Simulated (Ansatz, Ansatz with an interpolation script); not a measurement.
Rows from a G0W0 calculation on TiO2 (Rutile) (Ansatz 0.2.0; G0W0 on LDA, plane waves, PAW; PAW set soft_1; 4×4×6 mesh, 286 empty bands, screening to 160 eV, PAW set soft_1 files), in eV. Spin-orbit coupling is left out.

```csv
row,Σx,Σc,Vxc,Z
A,-26.10,4.27,-21.69,0.71
B,-25.97,4.43,-21.44,0.70
C,-13.41,-7.19,-22.04,0.72
D,-25.33,4.64,-20.50,0.70
E,-13.36,-6.91,-21.62,0.72
F,-13.11,-7.06,-21.52,0.72
```

Question: Which rows are filled states and which are empty ones, and how can one tell?

Filled: A, B and D. Empty: C, E and F. The sign of Σc tells: for a filled state bare exchange, which holds its interaction with itself, lies below Vxc (Σx − Vxc is -4.4 eV or lower here) and screening gives part back as a positive Σc. For an empty state Σx lies above Vxc (+8.3 eV or more) and the Coulomb hole leaves Σc negative.

[Paths, hosts, dates, memory and timing lines, banners, echoed tables and standing remarks are left out of the program output.]

[Logs are printed without paths, hosts, clocks, repeated set-up lines and the standing remarks that a program may print on its own settings, such as how far it seeks lower states.]

[Runs of the session that timed out or met a known fault of the program may be left out.]

[Hosts, paths, dates, database ids (printed as entryN), source tags and the programs' standing remarks are cut or masked in the printed files.]
